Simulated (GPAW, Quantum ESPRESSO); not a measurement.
# Core-hole calculation of the Zn K edge in Zn (Zinc, P6_3/mmc), part 2 of 2

Aim: the Zn K edge of Zn (Zinc, P6_3/mmc) by two routes, a Lanczos recursion (XSpectra) and a sum over empty bands (GPAW), to see which features are robust.

Quantum ESPRESSO 7.5 and GPAW 26.7.0; core-hole supercells, plane-wave PAW PBE.

So far. Step 7 (Spectrum with XCH, Zn atom 1 (Quantum ESPRESSO)): The total-energy difference is 9696.31 eV. One term is added: -30.96 eV, since the hole is spin-paired here and a spin-polarised one costs that much less in the free atom (computed apart). The photon energy is then 9665.35 eV. The tabulated edge of the element is 9659 eV. The functional leaves an error of a few eV in such absolute values.

The database entry behind the starting cell differs from later determinations by our own check (about 0.3 % long), so it need not match the best structure at ambient conditions.

## (10) Spectrum without a core hole, Zn atom 1 (GPAW)

This cheap baseline ignores the attraction of the hole: it shows the absorber's empty states as they are in the ground state. The data set with a hole of occupation 0 only carries the core orbital.

The input, xas.py:

```python
import numpy as np
from ase import Atoms
from ase.parallel import parprint, paropen
from gpaw import GPAW, PW, FermiDirac, Mixer, MixerDif, setup_paths
from gpaw.test import gen
setup_paths.insert(0, '.')
gen('Zn', name='nch1s', xcname='PBE', corehole=(1, 0, 0), write_xml=True)
from gpaw.mpi import world
world.barrier()

atoms = Atoms('Zn2',
    cell=[[2.67, 0, 0],
     [-1.335, 2.31228783, 0],
     [0, 0, 4.966]],
    scaled_positions=[[0.66666667, 0.33333333, 0.75],
     [0.33333333, 0.66666667, 0.25]],
    pbc=True)
atoms.calc = calc = GPAW(legacy_gpaw=True, mode=PW(500), xc='PBE', setups={0: 'nch1s'},
    kpts={'size': (14, 14, 7), 'gamma': True}, occupations=FermiDirac(0.1),
    charge=0, mixer=Mixer(0.1, 5, 50), maxiter=150,
    convergence={'density': 0.0001}, txt='scf.txt')
energy = atoms.get_potential_energy() + calc.get_reference_energy()
ef = calc.get_fermi_level()
out = dict(energy=energy, fermi=ef, forces=atoms.get_forces().tolist())
parprint(f'all-electron energy {energy:.4f} eV, Fermi level {ef:.4f} eV')
ev = np.array([[calc.get_eigenvalues(k, s) for k in range(len(calc.get_ibz_k_points()))] for s in range(calc.get_number_of_spins())])
out['homo'], out['lumo'], out['counts'] = ev[ev < ef].max(), ev[ev > ef].min(), sorted(set((ev < ef).sum((0, 2)).tolist()))
out['filled'] = (ev[:, 0] < ef).sum(1).tolist()

from ase.units import Ha
from gpaw.xas import dipole_matrix_elements
nb = int(calc.get_number_of_electrons() / 2) + 22
top = nb
nscf = calc.fixed_density(kpts={'size': (9, 9, 4), 'gamma': True},
    convergence={'eigenstates': 1.0}, txt='nscf.txt')
nscf.diagonalize_full_hamiltonian(nbands=nb)
cell = atoms.cell.array
ops = [cell.T @ U.T @ np.linalg.inv(cell.T) for U in nscf.wfs.kd.symmetry.op_scc]
E = np.arange(-25, 34, 0.1)
fwhm = np.interp(E, [4, 25], [1.67, 3.5])
Y, X, zero, highest = 0, 0, 1e9, 1e9
for spin in range(nscf.get_number_of_spins()):
    wfs = nscf.wfs
    A = dipole_matrix_elements(wfs.setups[0])
    eps = np.zeros((wfs.kd.nibzkpts, nb))
    d = np.zeros((3, A.shape[1], wfs.kd.nibzkpts, nb), complex)
    for kpt in wfs.kpt_u:
        if kpt.s == spin and 0 in kpt.P_ani:
            eps[kpt.k] = kpt.eps_n * Ha
            d[:, :, kpt.k] = (kpt.weight * wfs.nspins / 2) ** 0.5 * np.inner(A, kpt.P_ani[0])
    world.sum(eps)
    world.sum(d)
    T = np.einsum('amkn,bmkn->abkn', d, d.conj()).real
    T = sum(np.einsum('ai,ijkn,bj->abkn', R, T, R) for R in ops) / len(ops)
    empty = eps > ef
    zero, highest = min(zero, eps[empty].min()), min(highest, eps[:, top - 1].min())
    lines = [(eps, T, empty)] if spin == 0 else lines + [(eps, T, empty)]
for eps, T, empty in lines:
    f = np.einsum('aakn->akn', T).reshape(3, -1)
    x = eps.ravel() - zero
    w = np.interp(x, E, fwhm) / 2.35482
    g = np.exp(-0.5 * ((E[:, None] - x) / w) ** 2) / (w * (2 * np.pi) ** 0.5)
    Y = Y + (f * empty.ravel()) @ g.T
    X = X + (f * ~empty.ravel()) @ g.T
out.update(E=E.round(2).tolist(), xas=Y.tolist(), xes=X.tolist(), zero=zero, valid=highest - zero, nk=len(eps), nb=nb)
for i in range(0, len(E), 10):
    parprint(f'{E[i]:7.2f}', *(f'{v:10.3e}' for v in Y[:, i]))
import json
with paropen('out.json', 'w') as f:
    json.dump(out, f)
```

The run is started by

```console
> OMP_NUM_THREADS=1 mpirun -n 4 gpaw python xas.py
```

The job ended after 22 s (4 MPI ranks of Arm Neoverse V2, shared host; peak memory 0.25 GiB; 88 s of CPU time).

The Zn K spectrum, Zn atom 1, no core hole (energy from the lowest empty level; intensity scaled to a mean of 1 over the first 20 eV; polarised curves are means over the symmetry-equivalent atoms):

```csv
E (eV),isotropic,ε ⊥ c,ε ∥ c
-2.0,0.00,0.00,0.00
-1.4,0.02,0.03,0.01
-0.8,0.11,0.13,0.07
-0.2,0.29,0.33,0.21
0.4,0.44,0.46,0.39
1.0,0.49,0.45,0.56
1.6,0.52,0.45,0.66
2.2,0.55,0.49,0.69
2.8,0.62,0.57,0.72
3.4,0.73,0.69,0.81
4.0,0.80,0.76,0.88
4.6,0.78,0.74,0.84
5.2,0.77,0.73,0.85
5.8,0.83,0.76,0.97
6.4,0.89,0.80,1.07
7.0,0.95,0.88,1.08
7.6,1.04,1.01,1.09
8.2,1.13,1.12,1.16
8.8,1.24,1.19,1.32
9.4,1.36,1.26,1.56
10.0,1.47,1.33,1.77
10.6,1.52,1.38,1.81
11.2,1.47,1.39,1.62
11.8,1.33,1.33,1.31
12.4,1.19,1.27,1.03
13.0,1.10,1.21,0.88
13.6,1.07,1.17,0.85
14.2,1.05,1.13,0.89
14.8,1.03,1.09,0.92
15.4,1.01,1.06,0.91
16.0,1.02,1.07,0.91
16.6,1.05,1.11,0.93
17.2,1.10,1.18,0.95
17.8,1.15,1.25,0.95
18.4,1.16,1.27,0.94
19.0,1.12,1.22,0.91
19.6,1.03,1.12,0.87
20.2,0.94,0.99,0.85
20.8,0.88,0.90,0.84
21.4,0.85,0.85,0.86
22.0,0.86,0.85,0.89
22.6,0.87,0.85,0.90
23.2,0.87,0.85,0.90
23.8,0.85,0.84,0.89
24.4,0.83,0.81,0.87
25.0,0.82,0.80,0.86
25.6,0.82,0.80,0.86
26.2,0.83,0.81,0.86
26.8,0.84,0.82,0.87
27.4,0.84,0.83,0.87
28.0,0.85,0.84,0.87
28.6,0.87,0.86,0.88
29.2,0.90,0.89,0.91
```

Main maxima below 29 eV (height): 4.2 eV (0.80), 10.6 eV (1.52) and 18.2 eV (1.16). 

The same matrix elements for filled bands give the Zn K emission of Zn atom 1 (ground-state approximation; energy from the lowest empty level, largest value 1):

```csv
E (eV),emission
-24.00,0.00
-23.25,0.00
-22.50,0.00
-21.75,0.00
-21.00,0.00
-20.25,0.00
-19.50,0.00
-18.75,0.00
-18.00,0.00
-17.25,0.00
-16.50,0.00
-15.75,0.00
-15.00,0.00
-14.25,0.00
-13.50,0.00
-12.75,0.00
-12.00,0.00
-11.25,0.00
-10.50,0.01
-9.75,0.04
-9.00,0.14
-8.25,0.31
-7.50,0.36
-6.75,0.28
-6.00,0.27
-5.25,0.36
-4.50,0.45
-3.75,0.56
-3.00,0.71
-2.25,0.93
-1.50,0.95
-0.75,0.57
0.00,0.19
0.75,0.04
1.50,0.00
2.25,0.00
3.00,0.00
```

Emission maxima: -7.6 eV (0.37) and -1.8 eV (1.00).

## (11) Reference energy of the supercell (GPAW)

Total energies of two programs can't be mixed, so the cell and mesh of GPAW's hole run get a reference energy of their own.

The input, scf.py:

```python
import numpy as np
from ase import Atoms
from ase.parallel import parprint, paropen
from gpaw import GPAW, PW, FermiDirac, Mixer, MixerDif, setup_paths
from gpaw.test import gen
setup_paths.insert(0, '.')
gen('Zn', name='nch1s', xcname='PBE', corehole=(1, 0, 0), write_xml=True)
from gpaw.mpi import world
world.barrier()

atoms = Atoms('Zn14',
    cell=[[2.67, 0, -4.966],
     [-4.005, -2.31228783, -4.966],
     [1.335, 6.93686348, 0]],
    scaled_positions=[[0.76190476, 0.48809524, 0.94047619],
     [0.33333333, 0.91666667, 0.08333333],
     [0.9047619, 0.3452381, 0.22619048],
     [0.04761905, 0.20238095, 0.51190476],
     [0.47619048, 0.77380952, 0.36904762],
     [0.19047619, 0.05952381, 0.79761905],
     [0.61904762, 0.63095238, 0.6547619],
     [0.80952381, 0.94047619, 0.20238095],
     [0.38095238, 0.36904762, 0.3452381],
     [0.95238095, 0.79761905, 0.48809524],
     [0.0952381, 0.6547619, 0.77380952],
     [0.52380952, 0.22619048, 0.63095238],
     [0.23809524, 0.51190476, 0.05952381],
     [0.66666667, 0.08333333, 0.91666667]],
    pbc=True)
atoms.calc = calc = GPAW(legacy_gpaw=True, mode=PW(500), xc='PBE', setups={0: 'nch1s'},
    kpts={'size': (3, 3, 3), 'gamma': True}, occupations=FermiDirac(0.1),
    charge=0, mixer=Mixer(0.1, 5, 50), maxiter=150,
    convergence={'density': 0.0001}, txt='scf.txt')
energy = atoms.get_potential_energy() + calc.get_reference_energy()
ef = calc.get_fermi_level()
out = dict(energy=energy, fermi=ef, forces=atoms.get_forces().tolist())
parprint(f'all-electron energy {energy:.4f} eV, Fermi level {ef:.4f} eV')
ev = np.array([[calc.get_eigenvalues(k, s) for k in range(len(calc.get_ibz_k_points()))] for s in range(calc.get_number_of_spins())])
out['homo'], out['lumo'], out['counts'] = ev[ev < ef].max(), ev[ev > ef].min(), sorted(set((ev < ef).sum((0, 2)).tolist()))
out['filled'] = (ev[:, 0] < ef).sum(1).tolist()
import json
with paropen('out.json', 'w') as f:
    json.dump(out, f)
```

The run is started by

```console
> OMP_NUM_THREADS=1 mpirun -n 4 gpaw python scf.py
```

Run time: 79 s. Hardware: 4 MPI ranks; peak memory 0.36 GiB.

Reference energy: -684074.939 eV with the cores included.

## (12) Spectrum with XCH, Zn atom 1 (GPAW)

The holes are 5.6 Å apart. The excited electron is kept in the cell, where it fills the lowest empty states and screens the hole. After the field has converged, empty bands are computed with the density fixed and the dipole matrix elements are summed.

Changes to xas.py since step 10:

```diff
@@ -6,3 +6,3 @@
 setup_paths.insert(0, '.')
-gen('Zn', name='nch1s', xcname='PBE', corehole=(1, 0, 0), write_xml=True)
+gen('Zn', name='fch1s', xcname='PBE', corehole=(1, 0, 1), write_xml=True)
 from gpaw.mpi import world
@@ -10,12 +10,24 @@
 
-atoms = Atoms('Zn2',
-    cell=[[2.67, 0, 0],
-     [-1.335, 2.31228783, 0],
-     [0, 0, 4.966]],
-    scaled_positions=[[0.66666667, 0.33333333, 0.75],
-     [0.33333333, 0.66666667, 0.25]],
+atoms = Atoms('Zn14',
+    cell=[[2.67, 0, -4.966],
+     [-4.005, -2.31228783, -4.966],
+     [1.335, 6.93686348, 0]],
+    scaled_positions=[[0.76190476, 0.48809524, 0.94047619],
+     [0.33333333, 0.91666667, 0.08333333],
+     [0.9047619, 0.3452381, 0.22619048],
+     [0.04761905, 0.20238095, 0.51190476],
+     [0.47619048, 0.77380952, 0.36904762],
+     [0.19047619, 0.05952381, 0.79761905],
+     [0.61904762, 0.63095238, 0.6547619],
+     [0.80952381, 0.94047619, 0.20238095],
+     [0.38095238, 0.36904762, 0.3452381],
+     [0.95238095, 0.79761905, 0.48809524],
+     [0.0952381, 0.6547619, 0.77380952],
+     [0.52380952, 0.22619048, 0.63095238],
+     [0.23809524, 0.51190476, 0.05952381],
+     [0.66666667, 0.08333333, 0.91666667]],
     pbc=True)
-atoms.calc = calc = GPAW(legacy_gpaw=True, mode=PW(500), xc='PBE', setups={0: 'nch1s'},
-    kpts={'size': (14, 14, 7), 'gamma': True}, occupations=FermiDirac(0.1),
-    charge=0, mixer=Mixer(0.1, 5, 50), maxiter=150,
+atoms.calc = calc = GPAW(legacy_gpaw=True, mode=PW(500), xc='PBE', setups={0: 'fch1s'},
+    kpts={'size': (3, 3, 3), 'gamma': True}, occupations=FermiDirac(0.1),
+    charge=-1, mixer=Mixer(0.1, 5, 50), maxiter=150,
     convergence={'density': 0.0001}, txt='scf.txt')
@@ -31,10 +43,9 @@
 from gpaw.xas import dipole_matrix_elements
-nb = int(calc.get_number_of_electrons() / 2) + 22
-top = nb
-nscf = calc.fixed_density(kpts={'size': (9, 9, 4), 'gamma': True},
-    convergence={'eigenstates': 1.0}, txt='nscf.txt')
-nscf.diagonalize_full_hamiltonian(nbands=nb)
+nb = int(calc.get_number_of_electrons() / 2) + 130
+top, nb = nb, nb + 8 + nb // 12
+nscf = calc.fixed_density(kpts={'size': (4, 4, 4), 'gamma': True}, nbands=nb,
+    convergence={'bands': top, 'eigenstates': 1e-5}, maxiter=60, txt='nscf.txt')
 cell = atoms.cell.array
 ops = [cell.T @ U.T @ np.linalg.inv(cell.T) for U in nscf.wfs.kd.symmetry.op_scc]
-E = np.arange(-25, 34, 0.1)
+E = np.arange(-6, 34, 0.1)
 fwhm = np.interp(E, [4, 25], [1.67, 3.5])
```

The run is started by

```console
> OMP_NUM_THREADS=1 mpirun -n 4 gpaw python xas.py
```

Elapsed: 7.4 min, on 4 MPI ranks; peak memory 0.7 GiB.

The Zn K spectrum, Zn atom 1, excited-electron core hole (neutral cell) (energy from the lowest empty level; intensity scaled to a mean of 1 over the first 20 eV; polarised curves are means over the symmetry-equivalent atoms):

```csv
E (eV),isotropic,ε ⊥ c,ε ∥ c
-2.0,0.00,0.00,0.00
-1.4,0.01,0.01,0.02
-0.8,0.07,0.06,0.09
-0.2,0.22,0.20,0.27
0.4,0.45,0.40,0.55
1.0,0.66,0.56,0.85
1.6,0.76,0.62,1.05
2.2,0.82,0.70,1.07
2.8,0.89,0.83,1.01
3.4,0.94,0.91,0.99
4.0,0.91,0.87,1.00
4.6,0.89,0.82,1.05
5.2,0.96,0.88,1.13
5.8,1.11,1.05,1.21
6.4,1.20,1.18,1.24
7.0,1.19,1.16,1.26
7.6,1.20,1.14,1.33
8.2,1.30,1.22,1.46
8.8,1.45,1.39,1.58
9.4,1.53,1.50,1.59
10.0,1.45,1.45,1.45
10.6,1.28,1.30,1.24
11.2,1.10,1.15,1.01
11.8,0.98,1.05,0.84
12.4,0.92,1.00,0.75
13.0,0.90,1.00,0.71
13.6,0.90,1.00,0.70
14.2,0.90,1.00,0.71
14.8,0.90,0.97,0.76
15.4,0.91,0.96,0.82
16.0,0.94,0.98,0.86
16.6,0.97,1.02,0.86
17.2,0.98,1.06,0.82
17.8,0.97,1.06,0.78
18.4,0.93,1.01,0.77
19.0,0.88,0.93,0.78
19.6,0.82,0.83,0.80
20.2,0.78,0.76,0.82
20.8,0.76,0.72,0.82
21.4,0.75,0.71,0.81
22.0,0.74,0.72,0.79
22.6,0.74,0.72,0.78
23.2,0.73,0.72,0.77
23.8,0.73,0.72,0.77
24.4,0.74,0.72,0.78
25.0,0.75,0.73,0.80
25.6,0.77,0.75,0.82
26.2,0.79,0.76,0.84
26.8,0.81,0.78,0.85
27.4,0.82,0.79,0.87
28.0,0.83,0.80,0.88
28.6,0.84,0.81,0.90
29.2,0.85,0.82,0.92
29.8,0.87,0.83,0.95
30.4,0.89,0.85,0.98
31.0,0.92,0.87,1.03
31.6,0.95,0.88,1.08
```

Main maxima below 30 eV (height): 3.4 eV (0.94), 9.4 eV (1.53) and 17.2 eV (0.98). 

The total-energy difference is 9691.41 eV. With the free-atom term of -30.96 eV for this edge, the photon energy is 9660.45 eV.

## (13) The two programs side by side

The line shapes differ (Lorentzian half width 0.83 eV up to 4 eV, rising linearly to 1.75 eV at 25 eV (not a setting of the program: the run's 0.83 eV curve was folded afterwards with a further Lorentzian above 4 eV), against Gaussian full width 1.67 eV up to 4 eV, rising linearly to 3.5 eV at 25 eV), so both get a further Gaussian of 1.5 eV full width before they are compared; the Lorentzian tails remain.

```csv
E (eV),XSpectra,GPAW
-2.00,0.12,0.01
-1.25,0.18,0.05
-0.50,0.28,0.18
0.25,0.42,0.39
1.00,0.56,0.61
1.75,0.69,0.76
2.50,0.80,0.85
3.25,0.87,0.90
4.00,0.91,0.92
4.75,0.96,0.94
5.50,1.04,1.04
6.25,1.11,1.14
7.00,1.16,1.20
7.75,1.22,1.26
8.50,1.28,1.37
9.25,1.31,1.45
10.00,1.28,1.40
10.75,1.20,1.24
11.50,1.11,1.07
12.25,1.03,0.96
13.00,0.99,0.91
13.75,0.98,0.90
14.50,0.98,0.90
15.25,0.97,0.92
16.00,0.98,0.94
16.75,0.99,0.96
17.50,1.00,0.96
18.25,0.98,0.93
19.00,0.94,0.87
19.75,0.90,0.82
20.50,0.87,0.78
21.25,0.85,0.75
22.00,0.85,0.74
22.75,0.86,0.74
23.50,0.86,0.74
24.25,0.86,0.74
25.00,0.87,0.76
25.75,0.88,0.78
26.50,0.90,0.80
27.25,0.93,0.81
28.00,0.95,0.83
28.75,0.97,0.84
29.50,0.99,0.86
30.25,1.02,0.89
31.00,1.05,0.91
```

```csv
,XSpectra,GPAW
k mesh of the spectrum,5×5×4,4×4×4
cutoff (eV),844,500
"highest intensity below 24 eV after the common broadening, eV (height)",9.2 (1.31),9.4 (1.46)
"zero, corrected photon energy (eV)",9665.3,9660.4
"core time, hole field and spectrum",61 min,29 min
```

## (14) With and without the hole

XSpectra's curves. Both curves are counted from their own zero, so only the shift of weight within the empty states shows.

```csv
E (eV),no hole,XCH
-2.0,0.08,0.10
-1.0,0.12,0.17
0.0,0.22,0.35
1.0,0.39,0.55
2.0,0.50,0.71
3.0,0.62,0.84
4.0,0.67,0.85
5.0,0.77,0.91
6.0,0.80,1.07
7.0,0.94,1.14
8.0,1.05,1.23
9.0,1.20,1.37
10.0,1.35,1.35
11.0,1.43,1.19
12.0,1.32,1.03
13.0,1.18,0.97
14.0,1.14,0.99
15.0,1.09,0.98
16.0,1.12,0.98
17.0,1.16,1.04
18.0,1.27,1.06
19.0,1.22,1.00
20.0,1.12,0.86
21.0,1.01,0.84
22.0,1.06,0.87
23.0,1.03,0.89
24.0,0.98,0.88
25.0,0.97,0.91
26.0,1.03,0.93
27.0,1.08,0.95
28.0,1.09,0.99
29.0,1.11,1.02
30.0,1.11,1.04
31.0,1.14,1.10
32.0,1.24,1.16
```

With each curve scaled to its own mean, the area from −2 to 6 eV with the hole is 5.0 against 3.7, and the centre of weight from −1 to 20 eV moves by -1.0 eV: the hole pulls the absorber's empty states down.

## (15) Against the measurement

Features are paired by their description (first, strongest, rising edge, steepest rise) or, failing that, by nearness after a common offset; their character isn't checked.

XSpectra PBE (Lorentzian half width 0.83 eV up to 4 eV, rising linearly to 1.75 eV at 25 eV (not a setting of the program: the run's 0.83 eV curve was folded afterwards with a further Lorentzian above 4 eV)):

| measured feature | measured (eV) | computed feature | computed (eV) | difference (eV) |
| --- | --- | --- | --- | --- |
| Zn K-edge, first derivative peak, literature reference energy | 9660.75 | steepest rise | 9665.3 | +4.6 |

GPAW PBE (Gaussian full width 1.67 eV up to 4 eV, rising linearly to 3.5 eV at 25 eV):

| measured feature | measured (eV) | computed feature | computed (eV) | difference (eV) |
| --- | --- | --- | --- | --- |
| Zn K-edge, first derivative peak, literature reference energy | 9660.75 | steepest rise | 9660.6 | -0.1 |

## (16) Runs not followed above

These runs aren't followed: redraws of a spectrum that repeat one shown, runs with a planted fault or a state judged unsound, or a program's part that gave no sound spectrum.

| program | step | status | elapsed |
| --- | --- | --- | --- |
| Quantum ESPRESSO | no core hole, redrawn | converged | 5.6 s |
| Quantum ESPRESSO | spectrum with XCH, redrawn | converged | 3.2 s |

## (17) Summary of results

```
absorber and edge                                     : Zn K, atom 1 of the ground-state input (counted from 1)
surroundings                                          : 6 Zn at 2.67 Å and 6 Zn at 2.92 Å (anticuboctahedral, as in hcp, site symmetry -6m2)
highest intensity below 24 eV (XSpectra, narrow line) : 9.4 eV above the zero, height 1.40
photon energy of the zero, with the added terms       : 9665.3 eV (raw 9696.3 eV; uncertain by a few eV)
```

In words: XSpectra PBE lies 4.6 eV above the measured energy. GPAW PBE lies 0.1 eV below the measured energy. Energy scales of different experiments differ by up to about 1 eV. The two programs agree closely: 8 % r.m.s. remains over the first 14 eV after a relative shift of 0.0 eV, and their photon-energy zeros differ by 4.9 eV. An offset of the zeros of this size is more than meshes or line shapes can give; the atomic core treatment of the two data sets is the likely place. In XSpectra the Zn K edge of atom 1, with 6 Zn at 2.67 Å and 6 Zn at 2.92 Å (anticuboctahedral, as in hcp, site symmetry -6m2), has its highest intensity of the first 24 eV at 9.4 eV above the zero, near 9675 eV in photon energy (uncertain by a few eV), 1.4 times the mean level of the first 20 eV (Lorentzian half width 0.83 eV). In XSpectra: With each curve scaled to its own mean, the area from −2 to 6 eV with the hole is 5.0 against 3.7, and the centre of weight from −1 to 20 eV moves by -1.0 eV: the hole pulls the absorber's empty states down. In GPAW: With each curve scaled to its own mean, the area from −2 to 6 eV with the hole is 5.1 against 4.1, and the centre of weight from −1 to 20 eV moves by -0.9 eV: the hole pulls the absorber's empty states down. The quadrupole part peaks at 22.0 eV with 0.2 % of the dipole spectrum's mean level. In XSpectra, at the Zn K edge of atom 1 polarisation matters most near 14.4 eV, where the curves differ by 0.3 on this scale. 2 further runs of this session are left out of this account as redundant. XSpectra leaves a spike where filled states are cut (about half a line width round xe0); it is interpolated away in tables and plots. The holes are only 5.6 Å apart, so the shape is probably not converged with cell size; no larger cell was run here. Lifetime broadening is put in by hand, and intensities beyond about 20 eV depend on it and on the partial waves. The structure is a published determination, not relaxed.

[Logs are printed without paths, hosts, clocks, repeated set-up lines and the standing remarks that a program may print on its own settings, such as how far it seeks lower states.]

[Hosts, paths, dates, database ids (printed as entryN), source tags and the programs' standing remarks are cut or masked in the printed files.]

[Lists of maxima count a maximum above −3 eV only where it reaches 4 % of the highest in the window and stands out from its surroundings by 2 % of it (1.5 % where it reaches 55 %); shoulders and weaker maxima are passed over, and of the rest the first, up to two pre-edge ones and the few strongest are named.]
